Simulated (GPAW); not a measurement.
# Conductance along a series: segments of Zr in a Pt chain, part 2 of 2

Aim: how the conductance and the thermopower change along a series of junctions, segments of Zr in a Pt chain.

GPAW 26.7.0; GPAW LCAO, PAW setups; Landauer transmission from Green's functions with principal layers (ASE), zero bias.

So far, conductance (G₀): step 2 (junction, foreign atoms 1) 2.01; step 3 (16 atoms, foreign atoms 2) 3.27; step 4 (17 atoms, foreign atoms 3) 2.18; step 5 (18 atoms, foreign atoms 4) 3.05; step 6 (19 atoms, foreign atoms 5) 2.14.

## 7. Junction, 20 atoms: segment atoms = 6

System of this step: 6 Zr atoms in a Pt chain. The cell holds 20 atoms: 14 Pt and 6 Zr. Cell: a = 9.000 Å, b = 9.000 Å, c = 49.029 Å, α = 90.0°, β = 90.0°, γ = 90.0°. Regions: left lead, 7 atoms (7 Pt); channel, 6 atoms (6 Zr); right lead, 7 atoms (7 Pt). Vacuum lies along a and b. The structure is stacked along c, and the current runs across the ab planes.

The input, run.py:

```python
import json
import numpy as np
from ase import Atoms
from ase.transport.calculators import TransportCalculator
from gpaw import GPAW, FermiDirac
from gpaw.lcao.tools import get_lcao_hamiltonian
from scipy.linalg import eigh

# The junction with lead layers at both ends, along the third cell vector
device = Atoms(
    ['Pt', 'Pt', 'Pt', 'Pt', 'Pt', 'Pt', 'Pt', 'Zr', 'Zr', 'Zr', 'Zr', 'Zr', 'Zr', 'Pt', 'Pt', 'Pt', 'Pt', 'Pt', 'Pt', 'Pt'],
    positions=[
        [4.50000, 4.50000, 1.20000],
        [4.50000, 4.50000, 3.60000],
        [4.50000, 4.50000, 6.00000],
        [4.50000, 4.50000, 8.40000],
        [4.50000, 4.50000, 10.80000],
        [4.50000, 4.50000, 13.20000],
        [4.50000, 4.50000, 15.60000],
        [4.50000, 4.50000, 18.01450],
        [4.50000, 4.50000, 20.61450],
        [4.50000, 4.50000, 23.21450],
        [4.50000, 4.50000, 25.81450],
        [4.50000, 4.50000, 28.41450],
        [4.50000, 4.50000, 31.01450],
        [4.50000, 4.50000, 33.42900],
        [4.50000, 4.50000, 35.82900],
        [4.50000, 4.50000, 38.22900],
        [4.50000, 4.50000, 40.62900],
        [4.50000, 4.50000, 43.02900],
        [4.50000, 4.50000, 45.42900],
        [4.50000, 4.50000, 47.82900]],
    cell=[[9.0, 0.0, 0.0], [0.0, 9.0, 0.0], [0.0, 0.0, 49.029]],
    pbc=True)

# One principal layer of the lead: the first 5 atoms of the device
lead = Atoms(
    ['Pt', 'Pt', 'Pt', 'Pt', 'Pt'],
    positions=[
        [4.50000, 4.50000, 1.20000],
        [4.50000, 4.50000, 3.60000],
        [4.50000, 4.50000, 6.00000],
        [4.50000, 4.50000, 8.40000],
        [4.50000, 4.50000, 10.80000]],
    cell=[[9.0, 0.0, 0.0], [0.0, 9.0, 0.0], [0.0, 0.0, 12.0]],
    pbc=True)

settings = dict(mode='lcao', basis='dzp', xc='PBE', h=0.2,
                occupations=FermiDirac(0.1), maxiter=250,
                mixer=dict(beta=0.1, nmaxold=8, weight=100.0),
                convergence=dict(density=0.0001))
energies = np.arange(-2, 2 + 1e-9, 0.05)
eta = 0.0001
n1, n2 = 1, 1
# k and -k transmit alike, so half of the mesh across the current serves
mesh = [(i, j) for i in range(n1) for j in range(n2) if (i, j) <= (-i % n1, -j % n2)]
weights = np.array([1 if (i, j) == (-i % n1, -j % n2) else 2 for i, j in mesh]) / (n1 * n2)

# [... helper functions left out ...]
fermi_lead = ground_state(lead, (1, 1, 10), 'lead.txt')
fermi_device = ground_state(device, (1, 1, 2), 'device.txt')
# [... loop over the mesh left out, but for ...]
        # Shift the lead onto the potential of the device's first layer
        shift = ((H[:, 0, 0] - H0[:, 0, 0]) / S0[0, 0]).real.mean()
# [...]
kT = 8.617333e-5 * 300
bias = [0.1, 0.2, 0.5, 1.0, 1.5, 2.0]
# [... integrals and printing left out ...]
```

Launch:

```
OMP_NUM_THREADS=1 OPENBLAS_NUM_THREADS=1 python run.py
```

It took 8.3 min on 1 thread of Arm Neoverse N1, shared host; peak memory 1.8 GiB.

The conductance, 3.17 G₀, lies 48 % above that of the member before.

## 8. The series together

Times are for 1 thread of Arm Neoverse N1, shared host. The series side by side:

```tsv
no.	foreign atoms	conductance (G₀)	time	memory (GiB)
1	1	2.013	6.2 min	1.4
2	2	3.274	4.7 min	1.5
3	3	2.181	5.8 min	1.6
4	4	3.052	7.2 min	1.7
5	5	2.141	8.5 min	1.7
6	6	3.166	8.3 min	1.8
```

The runs together. The transmission, zone mean by energy, zero at the Fermi level:

```tsv
energy (eV)	1	2	3	4	5	6
-2.0000	1.32	0.622	0.703	0.936	0.752	0.465
-1.9000	1.30	0.729	1.04	0.843	0.437	0.455
-1.7500	1.24	0.269	0.0965	0.105	0.00963	0.00392
-1.5500	1.81	1.70	1.01	1.26	0.941	0.827
-1.5000	1.90	0.996	0.974	1.10	0.852	0.812
-1.2500	1.67	1.18	1.49	1.66	2.52	1.59
-1.1000	1.66	1.34	2.01	2.70	1.54	1.47
-1.0000	1.67	1.47	2.48	2.15	1.50	1.65
-0.8500	1.68	1.70	2.90	1.58	1.82	3.08
-0.7500	1.69	1.89	2.69	1.55	2.29	2.74
-0.5000	1.76	2.50	2.06	2.13	2.91	1.81
-0.3000	2.22	3.05	2.06	2.52	2.19	2.16
-0.2500	1.89	3.15	2.08	2.64	2.09	2.29
-0.1000	1.99	3.34	2.16	3.00	2.06	2.87
0.0000	2.03	3.30	2.19	3.09	2.15	3.24
0.2500	1.61	2.26	1.68	1.76	1.94	1.90
0.5000	1.22	1.41	0.699	0.449	2.67	1.08
0.7500	0.942	0.923	0.387	0.0536	0.552	0.993
1.0000	0.990	0.962	0.610	0.457	0.0174	0.983
1.2500	0.868	0.971	0.651	0.857	0.765	0.810
1.5000	0.912	0.926	0.574	0.824	0.989	0.942
1.7500	0.926	0.263	0.130	0.498	0.998	0.995
2.0000	0.935	0.895	0.724	0.371	0.0105	0.997
```

The runs together. Current through one cell, from the zero-bias transmission against bias:

```tsv
bias (V)	1 (μA)	2 (μA)	3 (μA)	4 (μA)	5 (μA)	6 (μA)
0.100	15.6	25.3	16.9	23.5	16.6	24.4
0.200	30.9	50.3	33.6	46.5	33.0	47.8
0.500	74.5	119	80.5	106	80.9	106
1.000	138	207	142	170	170	166
1.500	192	271	202	210	251	228
2.000	243	322	266	246	292	295
```

## 9. A varied run

One more run, with changed settings.

System of this step: 2 Zr atoms in a Pt chain. The cell holds 16 atoms: 14 Pt and 2 Zr. Cell: a = 9.000 Å, b = 9.000 Å, c = 38.629 Å, α = 90.0°, β = 90.0°, γ = 90.0°. Regions: left lead, 7 atoms (7 Pt); channel, 2 atoms (2 Zr); right lead, 7 atoms (7 Pt). Vacuum lies along a and b. The structure is stacked along c, and the current runs across the ab planes.

run.py, as its differences from that of step 7:

```diff
@@ -10,3 +10,3 @@
 device = Atoms(
-    ['Pt', 'Pt', 'Pt', 'Pt', 'Pt', 'Pt', 'Pt', 'Zr', 'Zr', 'Zr', 'Zr', 'Zr', 'Zr', 'Pt', 'Pt', 'Pt', 'Pt', 'Pt', 'Pt', 'Pt'],
+    ['Pt', 'Pt', 'Pt', 'Pt', 'Pt', 'Pt', 'Pt', 'Zr', 'Zr', 'Pt', 'Pt', 'Pt', 'Pt', 'Pt', 'Pt', 'Pt'],
     positions=[
@@ -21,14 +21,10 @@
         [4.50000, 4.50000, 20.61450],
-        [4.50000, 4.50000, 23.21450],
-        [4.50000, 4.50000, 25.81450],
-        [4.50000, 4.50000, 28.41450],
-        [4.50000, 4.50000, 31.01450],
-        [4.50000, 4.50000, 33.42900],
-        [4.50000, 4.50000, 35.82900],
-        [4.50000, 4.50000, 38.22900],
-        [4.50000, 4.50000, 40.62900],
-        [4.50000, 4.50000, 43.02900],
-        [4.50000, 4.50000, 45.42900],
-        [4.50000, 4.50000, 47.82900]],
-    cell=[[9.0, 0.0, 0.0], [0.0, 9.0, 0.0], [0.0, 0.0, 49.029]],
+        [4.50000, 4.50000, 23.02900],
+        [4.50000, 4.50000, 25.42900],
+        [4.50000, 4.50000, 27.82900],
+        [4.50000, 4.50000, 30.22900],
+        [4.50000, 4.50000, 32.62900],
+        [4.50000, 4.50000, 35.02900],
+        [4.50000, 4.50000, 37.42900]],
+    cell=[[9.0, 0.0, 0.0], [0.0, 9.0, 0.0], [0.0, 0.0, 38.629]],
     pbc=True)
@@ -48,3 +44,3 @@
 settings = dict(mode='lcao', basis='dzp', xc='PBE', h=0.2,
-                occupations=FermiDirac(0.1), maxiter=250,
+                occupations=FermiDirac(0.1), maxiter=5,
                 mixer=dict(beta=0.1, nmaxold=8, weight=100.0),
```

Run time: 21 s. Hardware: 1 thread; peak memory 0.5 GiB.

The fault put into the input: too few SCF iterations (maxiter = 5).

## 10. Results

```json
{"conductance, first and last member": "2.01 and 3.17 G₀", "largest and smallest": "3.27 and 2.01 G₀"}
```

As the number of foreign atoms goes from 1 to 6, the conductance goes from 2.01 to 3.17 G₀. The conductance alternates from one member to the next. The geometry was built from estimated bond lengths and not relaxed, so the numbers describe this model structure. The run had no spin polarisation, so a magnetic state, which chains and small molecules with open shells often have, wasn't tested. Spin-orbit coupling is left out, which matters for the heavy atoms here. An evenly spaced straight chain is an idealisation: free chains tend to dimerise, zigzag or, where a band edge lies near the Fermi level, turn magnetic. The currents use the zero-bias T(E) throughout, which holds only while the bias is small against the distance to the nearest feature. The energy step is wider than the thermal energy, so the conductance and thermopower rest on interpolation of T(E).

[Logs are printed without paths, hosts, clocks, repeated set-up lines and the standing remarks that a program may print on its own settings, such as how far it seeks lower states.]

[Hosts, paths, dates, database ids (printed as entryN), source tags and the programs' standing remarks are cut or masked in the printed files.]
